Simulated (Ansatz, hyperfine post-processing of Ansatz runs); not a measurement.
# Li2MnN2: paramagnetic NMR shifts

Wanted: contact shifts and dipolar anisotropies of 7Li and 15N in paramagnetic Li2MnN2 at 320 K.

Method: DFT, r2SCAN, plane-wave PAW, default files (PAW set soft_2), collinear spin, scalar-relativistic, in Ansatz 0.2.0.

## (1) Starting point

Symmetry: P-3m1, No. 164, trigonal system. The conventional cell has a = 3.026 Å, b = 3.026 Å, c = 5.423 Å, α = 90.00°, β = 90.00°, γ = 120.00°. Nearest to Mn lie 6 N at 2.05 Å. Nearest to N lie 4 Li at 1.94 to 2.43 Å and 3 Mn at 2.05 Å. Nearest to Li lie 4 N at 1.94 to 2.43 Å and 3 Li at 2.36 Å. Farther neighbours and most contacts between anions are not listed.

Structure file:

```cif
data_structure
_symmetry_space_group_name_H-M 'P 1'
_symmetry_Int_Tables_number 1
_cell_length_a 6.0526
_cell_length_b 3.0263
_cell_length_c 5.4232
_cell_angle_alpha 90.000
_cell_angle_beta 90.000
_cell_angle_gamma 120.000
_cell_volume 86.03
loop_
_atom_site_label
_atom_site_type_symbol
_atom_site_fract_x
_atom_site_fract_y
_atom_site_fract_z
_atom_site_occupancy
Mn1 Mn 0.00000 0.00000 0.00000 1
Mn2 Mn 0.50000 0.00000 0.00000 1
N3 N 0.16667 0.66667 0.19879 1
N4 N 0.66667 0.66667 0.19879 1
N5 N 0.33333 0.33333 0.80121 1
N6 N 0.83333 0.33333 0.80121 1
Li7 Li 0.16667 0.66667 0.64665 1
Li8 Li 0.66667 0.66667 0.64665 1
Li9 Li 0.33333 0.33333 0.35335 1
Li10 Li 0.83333 0.33333 0.35335 1
```

The cell is a computed entry of the Materials Project; it need not be the form that is stable at ambient conditions. The run's cell holds 10 atoms, a multiple of the primitive cell, so that one ion can be reversed against another. The atoms were relaxed beforehand at this level of theory at fixed cell, with all moments parallel.

## (2) Saturated spin state

With all Mn moments parallel, the spin density at each nucleus is that of the fully magnetised paramagnet.

Input file input.yaml:

```yaml
crystal:
  lattice:
    - [6.05262174, 0.0, 0.0]
    - [-1.51315544, 2.6208621, 0.0]
    - [0.0, 0.0, 5.423215]
  atoms:
    - { symbol: Mn, position: [0.0, 0.0, 0.0], spin: 3.0 }
    - { symbol: Mn, position: [0.5, 0.0, 0.0], spin: 3.0 }
    - { symbol: "N", position: [0.1666699058, 0.6666699058, 0.1987901774] }
    - { symbol: "N", position: [0.6666699058, 0.6666699058, 0.1987901774] }
    - { symbol: "N", position: [0.3333300942, 0.3333300942, 0.8012098226] }
    - { symbol: "N", position: [0.8333300942, 0.3333300942, 0.8012098226] }
    - { symbol: Li, position: [0.1666652879, 0.6666652879, 0.6466461469] }
    - { symbol: Li, position: [0.6666652879, 0.6666652879, 0.6466461469] }
    - { symbol: Li, position: [0.3333347121, 0.3333347121, 0.3533538531] }
    - { symbol: Li, position: [0.8333347121, 0.3333347121, 0.3533538531] }
magnetization:
  spin_polarized: true
kpoints:
  mp_grid: { grid: [8, 8, 4] }
scf:
  lower_state_search: "off"
  occupations: { method: fermi_dirac, width: 0.02 }
hamiltonian:
  xc: r2scan
output:
  efg:
    contact_densities: true
    quadrupole_moments_barn: { Mn: 0.33, "N": 0.02044, Li: -0.0401 }
  forces: false
  write_density: true
  write_potential: true
  elf: true
  volumetric_format: npy
```

The run is started by

```console
$ ansatz run input.yaml --threads 4 --pin off --max-ram 8192MiB --backend cpu --events-out ev --progress --plain --runs-dir out
```

Numbers of over 12 decimals in the logs are rounded to 6 here.

Output:

```text
[a pick of lines, long numbers rounded; other set-up, energy and force rows are left out]
Functional definition: r2SCAN
Crystal: 10 atoms, lattice volume = 86.029 Å³
Basis set: ecut = 500 eV, 2195 PW (Γ), exchange–correlation on 180×96×160 points (64 copies of the dense FFT grid, shifted against one another)
Symmetry: 8 space group operations
Magnetic group: BNS 164.85 (UNI 1315), of the structure as read, at distance tolerance 4.4e-5 Å
k-points: 90 of 256
Functional: x = r2scan, c = r2scan; τ floored in thin density (d = 2e-4 eV/Å³)
SCF iter   1: F=-10172.859134 eV  HF=-10172.183987 eV  |F-HF|=6.75e-1  |Δ(HF+E_count)|=         —  Δρ=4.69e-2 (↑4.69e-2 ↓3.98e-2)  dr2=2.98e0  dr2_τ=1.60e-1  dr2_m=8.31e-1  M=6.000 μB ∫|m|=6.619 μB  β_m=0.30  ethr=3.10e-3  ⟨swp⟩=6.4  Hψ=29153  notcnv=0
preconditioner: auto → Resta (q_TF=auto, 2.583 Å⁻¹)  ε∞=6.1  [insulator: Δε(μ)=0.816 eV  Ē_g=10.886 eV  σ=0.020 eV  W_gap=1.00  n_scr=22 (ndim 8)  ℏωp=24.7 eV  f_vac=0.000  D(μ)=0.00/eV (n_scr^D=0)  ε∞_Penn≈6.1]
SCF iter   2: F=-10173.732277 eV  HF=-10173.241979 eV  |F-HF|=4.90e-1  |Δ(HF+E_count)|=    1.06e0  Δρ=3.76e-2 (↑3.76e-2 ↓2.48e-2)  dr2=1.22e0  dr2_τ=1.84e-2  dr2_m=4.47e-1  M=6.000 μB ∫|m|=6.597 μB  β_m=1.20  ethr=3.10e-3  ⟨swp⟩=2.6  Hψ=13264  notcnv=0  defer=1080
SCF iter   3: F=-10173.888053 eV  HF=-10173.382739 eV  |F-HF|=5.05e-1  |Δ(HF+E_count)|=   1.41e-1  Δρ=1.67e-2 (↑1.57e-2 ↓1.67e-2)  dr2=7.39e-1  dr2_τ=7.33e-3  dr2_m=1.43e-2  M=6.000 μB ∫|m|=6.604 μB  β_m=1.20  ethr=1.97e-3  ⟨swp⟩=2.0  Hψ=14400  notcnv=0  defer=1080  κ⁻¹=1.0e0(r=1)
SCF iter   4: F=-10174.014084 eV  HF=-10173.771640 eV  |F-HF|=2.42e-1  |Δ(HF+E_count)|=   3.89e-1  Δρ=1.18e-2 (↑1.18e-2 ↓1.12e-2)  dr2=3.55e-1  dr2_τ=3.79e-3  dr2_m=7.43e-4  M=6.000 μB ∫|m|=6.555 μB  β_m=1.20  ethr=1.19e-3  ⟨swp⟩=2.0  Hψ=9894  notcnv=0  defer=1076  κ⁻¹=1.6e-1(r=2)
SCF iter   5: F=-10174.085233 eV  HF=-10174.061026 eV  |F-HF|=2.42e-2  |Δ(HF+E_count)|=   2.89e-1  Δρ=4.35e-3 (↑4.35e-3 ↓4.25e-3)  dr2=4.05e-2  dr2_τ=5.45e-4  dr2_m=1.34e-4  M=6.000 μB ∫|m|=6.472 μB  β_m=1.20  ethr=5.72e-4  ⟨swp⟩=2.2  Hψ=14546  notcnv=0  defer=1076  κ⁻¹=1.7e-2(r=3)
SCF iter   6: F=-10174.087821 eV  HF=-10174.078562 eV  |F-HF|=9.26e-3  |Δ(HF+E_count)|=   1.75e-2  Δρ=2.37e-3 (↑2.33e-3 ↓2.37e-3)  dr2=1.20e-2  dr2_τ=1.56e-4  dr2_m=1.22e-5  M=6.000 μB ∫|m|=6.445 μB  β_m=1.20  ethr=6.54e-5  ⟨swp⟩=2.6  Hψ=12879  notcnv=0  defer=1001  κ⁻¹=4.8e-3(r=4)
SCF iter   7: F=-10174.088797 eV  HF=-10174.086703 eV  |F-HF|=2.09e-3  |Δ(HF+E_count)|=   8.14e-3  Δρ=8.03e-4 (↑7.93e-4 ↓8.03e-4)  dr2=2.54e-3  dr2_τ=1.68e-5  dr2_m=1.69e-5  M=6.000 μB ∫|m|=6.421 μB  β_m=1.20  ethr=1.93e-5  ⟨swp⟩=2.1  Hψ=11862  notcnv=0  defer=997  κ⁻¹=7.3e-4(r=5)
SCF iter   8: F=-10174.089390 eV  HF=-10174.088586 eV  |F-HF|=8.04e-4  |Δ(HF+E_count)|=   1.88e-3  Δρ=5.54e-4 (↑5.54e-4 ↓5.25e-4)  dr2=1.16e-3  dr2_τ=5.33e-6  dr2_m=4.43e-6  M=6.000 μB ∫|m|=6.414 μB  β_m=1.20  ethr=4.09e-6  ⟨swp⟩=2.3  Hψ=10742  notcnv=0  defer=993  κ⁻¹=3.6e-4(r=6)
SCF iter   9: F=-10174.089763 eV  HF=-10174.089724 eV  |F-HF|=3.92e-5  |Δ(HF+E_count)|=   1.14e-3  Δρ=1.79e-4 (↑1.69e-4 ↓1.79e-4)  dr2=9.13e-5  dr2_τ=1.10e-6  dr2_m=1.17e-6  M=6.000 μB ∫|m|=6.403 μB  β_m=1.20  ethr=1.87e-6  ⟨swp⟩=2.0  Hψ=14608  notcnv=0  defer=993  κ⁻¹=5.6e-5(r=7)
SCF iter  10: F=-10174.089778 eV  HF=-10174.089752 eV  |F-HF|=2.54e-5  |Δ(HF+E_count)|=   2.89e-5  Δρ=1.22e-4 (↑1.22e-4 ↓1.21e-4)  dr2=3.02e-5  dr2_τ=3.42e-7  dr2_m=2.15e-7  M=6.000 μB ∫|m|=6.403 μB  β_m=1.20  ethr=1.47e-7  ⟨swp⟩=2.3  Hψ=10965  notcnv=0  defer=989  κ⁻¹=7.1e-6(r=8)
SCF iter  11: F=-10174.089784 eV  HF=-10174.089780 eV  |F-HF|=4.03e-6  |Δ(HF+E_count)|=   2.80e-5  Δρ=4.59e-5 (↑4.59e-5 ↓3.25e-5)  dr2=3.09e-6  dr2_τ=6.66e-8  dr2_m=2.90e-7  M=6.000 μB ∫|m|=6.403 μB  β_m=1.20  ethr=4.87e-8  ⟨swp⟩=2.0  Hψ=12503  notcnv=0  defer=989  κ⁻¹=3.0e-6(r=8)
SCF iter  12: F=-10174.089785 eV  HF=-10174.089785 eV  |F-HF|=8.63e-8  |Δ(HF+E_count)|=   4.35e-6  Δρ=2.12e-5 (↑2.12e-5 ↓1.75e-5)  dr2=1.15e-6  dr2_τ=1.07e-8  dr2_m=1.49e-8  M=6.000 μB ∫|m|=6.403 μB  β_m=1.20  ethr=4.98e-9  ⟨swp⟩=2.0  Hψ=11234  notcnv=0  defer=989  κ⁻¹=1.7e-6(r=8)
SCF iter  13: F=-10174.089785 eV  HF=-10174.089785 eV  |F-HF|=1.21e-7  |Δ(HF+E_count)|=   3.92e-7  Δρ=1.21e-5 (↑1.11e-5 ↓1.21e-5)  dr2=4.49e-7  dr2_τ=4.09e-9  dr2_m=2.50e-9  M=6.000 μB ∫|m|=6.403 μB  β_m=1.20  ethr=1.85e-9  ⟨swp⟩=1.6  Hψ=9297  notcnv=0  defer=989  κ⁻¹=2.5e-6(r=8)
SCF iter  14: F=-10174.089785 eV  HF=-10174.089785 eV  |F-HF|=3.16e-8  |Δ(HF+E_count)|=   2.33e-9  Δρ=3.57e-6 (↑3.57e-6 ↓3.25e-6)  dr2=2.02e-8  dr2_τ=3.95e-10  dr2_m=6.76e-10  M=6.000 μB ∫|m|=6.403 μB  ethr=1.61e-10  ⟨swp⟩=8.0  Hψ=29659  notcnv=0
SCF 1 converged in 14 iterations: F = -10174.089785 eV  dr2 = 2.02e-8
SCF converged after 14 iterations
Magnetization: 6.0000 μB (34.0000 up, 28.0000 down)
Absolute magnetization: 6.4004 μB (∫|ρ↑−ρ↓|, with the PAW one-centre terms)
Per-site moments (μB) at R_I (Å): [(2.714407, 0.846887), (2.714407, 0.846887), (-0.012425, 0.799385), (-0.012425, 0.799385), (-0.012425, 0.799385), (-0.012425, 0.799385), (-0.00455863, 0.799385), (-0.00455863, 0.799385), (-0.00455863, 0.799385), (-0.00455863, 0.799385)]
Free energy (F): -10174.089785 eV
Fermi energy:    9.782131 eV
--- PAW observables at the nuclei: V_zz in 10²¹ V/m², potentials from the cell's mean, atoms counted from 1 ---
  atom   1  Mn V_zz =    +0.864396   η = 0.0092   by run symmetry: allowed   C_q = +6.8973 MHz
            electrostatic potential = -3027.111248 V   contact ρ = 87709.100948 e/Å³   contact ρ_s (e/Å³): all electrons +0.042528, valence +6.786652
  atom   2  Mn V_zz =    +0.864396   η = 0.0092   by run symmetry: allowed   C_q = +6.8973 MHz
            electrostatic potential = -3027.111248 V   contact ρ = 87709.100948 e/Å³   contact ρ_s (e/Å³): all electrons +0.042528, valence +6.786652
  atom   3  N  V_zz =    -0.134337   η = 0.0486   by run symmetry: allowed   C_q = -0.0664 MHz
            electrostatic potential = -515.576686 V   contact ρ = 1411.458906 e/Å³   contact ρ_s (e/Å³): all electrons +0.111207, valence +0.094241
  atom   4  N  V_zz =    -0.134337   η = 0.0486   by run symmetry: allowed   C_q = -0.0664 MHz
            electrostatic potential = -515.576686 V   contact ρ = 1411.458906 e/Å³   contact ρ_s (e/Å³): all electrons +0.111207, valence +0.094241
  atom   5  N  V_zz =    -0.134337   η = 0.0486   by run symmetry: allowed   C_q = -0.0664 MHz
            electrostatic potential = -515.576686 V   contact ρ = 1411.458906 e/Å³   contact ρ_s (e/Å³): all electrons +0.111207, valence +0.094241
  atom   6  N  V_zz =    -0.134337   η = 0.0486   by run symmetry: allowed   C_q = -0.0664 MHz
            electrostatic potential = -515.576686 V   contact ρ = 1411.458906 e/Å³   contact ρ_s (e/Å³): all electrons +0.111207, valence +0.094241
  atom   7  Li V_zz =    +0.165194   η = 0.0005   by run symmetry: allowed   C_q = -0.1602 MHz
            electrostatic potential = -172.388307 V   contact ρ = 94.356431 e/Å³   contact ρ_s (e/Å³): all electrons -0.015306, valence -0.015707
  atom   8  Li V_zz =    +0.165194   η = 0.0005   by run symmetry: allowed   C_q = -0.1602 MHz
            electrostatic potential = -172.388307 V   contact ρ = 94.356431 e/Å³   contact ρ_s (e/Å³): all electrons -0.015306, valence -0.015707
  atom   9  Li V_zz =    +0.165194   η = 0.0005   by run symmetry: allowed   C_q = -0.1602 MHz
            electrostatic potential = -172.388307 V   contact ρ = 94.356431 e/Å³   contact ρ_s (e/Å³): all electrons -0.015306, valence -0.015707
  atom  10  Li V_zz =    +0.165194   η = 0.0005   by run symmetry: allowed   C_q = -0.1602 MHz
            electrostatic potential = -172.388307 V   contact ρ = 94.356431 e/Å³   contact ρ_s (e/Å³): all electrons -0.015306, valence -0.015707
--- Band table (eV; the first three rows and the last of 180) ---
  k-point 0 ↑: bands = ["-75.6254", "-75.6179", "-43.1013", "-43.0877", "-43.0750", "-43.0424", "-43.0245", "-43.0240", "-36.8423", "-36.7775", "-36.7362", "-36.7129", "-6.7466", "-4.9936", "-4.8434", "-4.6933", "2.8887", "3.0847", "4.5345", "4.5346", "4.6540", "4.7474", "4.9354", "6.3552", "6.3561", "6.7963", "6.9104", "7.1963", "7.3107", "7.4292", "7.7094", "8.9161", "9.1256", "9.1260", "11.2631", "11.8554", "11.9565", "11.9565", "13.9754", "15.7695", "18.2654", "18.2701", "19.2975", "19.3020"]
  k-point 1 ↑: bands = ["-75.6254", "-75.6179", "-43.1013", "-43.0877", "-43.0750", "-43.0424", "-43.0245", "-43.0240", "-36.8415", "-36.7778", "-36.7359", "-36.7138", "-6.7279", "-4.9963", "-4.8432", "-4.7486", "2.9054", "3.3730", "4.5414", "4.5414", "4.5456", "4.8203", "4.9035", "6.3532", "6.3541", "6.7953", "6.8416", "7.2396", "7.2880", "7.4744", "7.7333", "8.5621", "9.0806", "9.0809", "11.3652", "11.7206", "12.0196", "12.0197", "14.4461", "14.8853", "18.0080", "18.4858", "19.0004", "19.8767"]
  k-point 2 ↑: bands = ["-75.6254", "-75.6179", "-43.1013", "-43.0877", "-43.0750", "-43.0424", "-43.0245", "-43.0240", "-36.8406", "-36.7781", "-36.7356", "-36.7146", "-6.7085", "-4.9991", "-4.8431", "-4.8037", "2.9238", "3.7193", "4.4698", "4.5483", "4.5484", "4.8577", "4.8732", "6.3512", "6.3521", "6.7946", "6.8038", "6.9180", "7.3809", "7.5921", "7.7798", "8.3229", "9.0369", "9.0373", "11.4852", "11.5855", "12.0815", "12.0816", "14.2409", "14.9095", "17.8708", "18.2509", "18.5690", "20.5215"]
  k-point 89 ↓: bands = ["-71.4104", "-71.4104", "-38.9038", "-38.9038", "-38.8687", "-38.8687", "-38.8657", "-38.8657", "-36.7837", "-36.7837", "-36.7414", "-36.7414", "-5.0673", "-5.0673", "-4.7357", "-4.7357", "4.5246", "4.5246", "4.7109", "4.7109", "5.6870", "5.6870", "6.0083", "6.0083", "6.5957", "6.5957", "7.2677", "7.2677", "11.2480", "11.2480", "11.6699", "11.6699", "11.7421", "11.7421", "12.7704", "12.7704", "13.0720", "13.0720", "15.8581", "15.8581", "19.0872", "19.0872", "19.2515", "19.2515"]
```

Wall time 32 s (4 threads of Arm Neoverse V2, shared host); peak memory 1 GiB.

The cell holds 6.00 μB on 2 Mn, so S = 1.50. The contact field is B = (2μ₀/3) μB ρ_s, 7.769 T for 1 e/Å³, and A_iso = γB/(2πS) sums over all ions. The valence part leaves out the polarisation of the shells that the files keep in the core (H has none; for Li and Na most or all inner electrons count as valence):

```
site  atom  atoms in cell                                           links to Mn  field (T)  valence part (T)  A_iso (MHz)
  Li     7              4  9 Mn through links of 81° (6), 122° (3) and 174° (3)     -0.119            -0.122        -1.31
   N     3              4                              bonded to 3 Mn at 2.05 Å      0.864             0.732        -2.49
```

Spin density in the ac plane at fractional y = 0.333, with atoms of N and Li within 0.2 Å of it.

Ten even steps from '_' (-0.06 e/Å³) to '@' (0.20 e/Å³), each cell a mean:
```
**@@##--::....::==%%@@++::......--
--++==::..____..--==++--::____..::
::::::::........::::::::........::
::::::::::==--::::::::::::--==--::
::::::::::----::::::::::::----::::
::::::::::::::::::::::::::::::::::
::::::::::::::::::::::::::::::::::
::::::::::::::::::::::::::::::::::
::::::::::::::::::::::::::::::::::
::::::::::::::::::::::::::::::::::
::::::::::::::::::::::::::::::::::
::::::::::::::::::::::::::::::::::
::--::::::::::::::::--::::::::::::
======--::::::::--======--::::::--
**%%##==::..::--++%%%%**--::..::--
```
Columns run along a (6.1 Å), rows up along c (5.4 Å). Atoms in or near the plane, at fractional coordinates: N at (0.33, 0.80), N at (0.83, 0.80), Li at (0.33, 0.35), Li at (0.83, 0.35).

## (3) Reversing single moments

Above the ordering point the moments are not free: their couplings set the Weiss constant, which scales every shift. Reversing one ion measures these couplings, and shows at once how much of each shift that ion sends.

input.yaml, as its differences from that of step 2:

```diff
@@ -6,4 +6,4 @@
   atoms:
-    - { symbol: Mn, position: [0.0, 0.0, 0.0], spin: 3.0 }
-    - { symbol: Mn, position: [0.5, 0.0, 0.0], spin: 3.0 }
+    - { symbol: Mn, position: [0.0, 0.0, 0.0], spin: -2.7 }
+    - { symbol: Mn, position: [0.5, 0.0, 0.0], spin: 2.7 }
     - { symbol: "N", position: [0.1666699058, 0.6666699058, 0.1987901774] }
@@ -30,5 +30 @@
   forces: false
-  write_density: true
-  write_potential: true
-  elf: true
-  volumetric_format: npy
```

Output:

```text
[a pick of lines, long numbers rounded; other set-up, energy and force rows are left out]
[...]
atom   1  Mn V_zz =    +0.362659   η = 0.7100   by run symmetry: allowed   C_q = +2.8938 MHz
[...]
atom   2  Mn V_zz =    +0.362659   η = 0.7100   by run symmetry: allowed   C_q = +2.8938 MHz
[...]
atom   3  N  V_zz =    -0.410881   η = 0.0332   by run symmetry: allowed   C_q = -0.2031 MHz
[...]
atom   4  N  V_zz =    -0.410882   η = 0.0332   by run symmetry: allowed   C_q = -0.2031 MHz
[...]
atom   5  N  V_zz =    -0.410882   η = 0.0332   by run symmetry: allowed   C_q = -0.2031 MHz
[...]
atom   6  N  V_zz =    -0.410881   η = 0.0332   by run symmetry: allowed   C_q = -0.2031 MHz
[...]
atom   7  Li V_zz =    +0.164898   η = 0.0082   by run symmetry: allowed   C_q = -0.1599 MHz
[...]
atom   8  Li V_zz =    +0.164898   η = 0.0082   by run symmetry: allowed   C_q = -0.1599 MHz
[...]
atom   9  Li V_zz =    +0.164898   η = 0.0082   by run symmetry: allowed   C_q = -0.1599 MHz
[...]
atom  10  Li V_zz =    +0.164898   η = 0.0082   by run symmetry: allowed   C_q = -0.1599 MHz
[...]
```

The job ended after 42 s (4 threads; peak memory 1 GiB; 2.7 min of CPU time).

The parallel state has -10174.0898 eV at zero smearing. Each flip reverses one ion with all its periodic images. It gives an energy and, by half the change of the contact field, the share of that set of ions in each shift at 320 K (ppm; atoms of one site can get unlike shares):

```
atom reversed  energy (eV)  change (meV)          Li            N
          Mn1  -10174.0531          36.7  -980 / 564  1320 / 1700
```

In mean-field theory Θ = ΔE (S + 1) / (6 S k_B): Θ = 118 K. Couplings between an ion and its own images are missing, and in this cell images lie no farther than 1.2 times the shortest distance between magnetic ions, so couplings that may matter are lost and this Θ is not relied on. Θ = 0 is used for the shifts.

## (4) Other levels of theory

Spin transfer to the ligands hangs on how far the functional delocalises the open shell, so other levels show how much the fields depend on it.

Contact fields (T) with all moments parallel; times on 4 threads of Arm Neoverse V2, shared host. PBE with 20 % exact exchange ran on a 6×6×3 mesh, against 8×8×4 for the first row. PBE with 35 % exact exchange ran on a 6×6×3 mesh, against 8×8×4 for the first row. Each level takes the cutoff that its files ask for.

```
                       level  moment (μB)   time      Li       N
                      r2SCAN         6.00   32 s  -0.119   0.864
              PBE +U Mn 3 eV         6.00   21 s  -0.186  -0.683
              PBE +U Mn 5 eV         6.00   21 s  -0.402   -1.78
PBE with 20 % exact exchange         6.00   85 s  -0.174  -0.566
PBE with 35 % exact exchange         6.00  100 s  -0.330   -1.84
```

## (5) Shifts at temperature

The shift is δ = B · g μB (S + 1) / (3 k_B (T − Θ)) with g = 2; at 320 K and Θ = 0 K one tesla gives 3499 ppm. The anisotropy is a sum over point dipoles on the Mn ions, scaled alike; on atoms bound to Mn, spin in their own p shell adds an anisotropy that this leaves out.

```
site  nucleus  δ_iso (ppm)  with the calculated Θ  reduced anisotropy (ppm)  asymmetry
  Li      7Li         -416                   -660                      1380       0.00
   N      15N         3020                   4800                      -900       0.00
```

The reduced anisotropy is δ_zz − δ_iso, with zz the principal value farthest from δ_iso. The Weiss constant adds its own doubt: exchange couplings from semilocal functionals can miss even their sign, and a Θ lower by 100 K would lower every shift by 24 %.

7Li MAS at 2.35 T (38.9 MHz), 20 kHz, 320 K; contact and dipolar shift alone, no orbital or quadrupolar part; lines under 1.5 % of the strongest are left out. NMR lines, with heights relative to the strongest:

```
position (ppm)      label  intensity
       -1958.9      Li -3        1.7
       -1444.6      Li -2         13
        -930.3      Li -1         91
        -416.0  Li centre        100
          98.3      Li +1         37
         612.5      Li +2         30
        1126.8      Li +3        6.0
```

## (6) Results

```json
{
 "spin of Mn": "1.50",
 "Weiss constant, mean field (rough, not used)": "118 K",
 "7Li contact shift at 320 K, Θ = 0 K": "-416 ppm",
 "15N contact shift at 320 K, Θ = 0 K": "3020 ppm"
}
```

What this shows: At 320 K the Mn moments shift 7Li on Li by -416 ppm and 15N on N by 3020 ppm, scaled with a pure Curie law. No measured Weiss constant is at hand, and the one from single flips is too rough to scale with, so the shifts are given for a pure Curie law; each 30 K of Θ would move them by about 9 %. The flip reverses only 4 of the 6 nearest couplings; if all are alike and farther ones are small, Θ would be near 177 K, and at 320 K every shift would be 2.24 times the value at Θ = 0. The calculated Θ of 118 K would multiply them by 1.59. Over the levels shown that keep the moment, the field at Li runs from -0.402 T (PBE +U Mn 5 eV) to -0.119 T (r2SCAN); among the sites in the table it changes sign at N. On N the levels differ even in sign, so neither size nor sign of that shift is settled. 2 further runs of this session (trial settings, or flips that did not finish) are not shown. The shift of Li is negative: the spin density at the nucleus is opposite to the Mn moments, the mark of spin polarisation outweighing delocalisation. All this holds only well above the ordering temperature and the strongest exchange, neither of which is computed. The orbital (chemical) shift and the pseudocontact shift from g anisotropy are not included. For anions bound to the magnetic ion the point-dipole anisotropy lacks the spin in their own p orbitals, and their lines are broad and relax fast. The dipole sum is for a spherical crystallite; bulk susceptibility, which broadens real lines, and quadrupolar couplings are left out.

[Logs are printed without paths, hosts, clocks, repeated set-up lines and the standing remarks that a program may print on its own settings, such as how far it seeks lower states.]

[Hosts, paths, dates, database ids (printed as entryN), source tags and the programs' standing remarks are cut or masked in the printed files.]
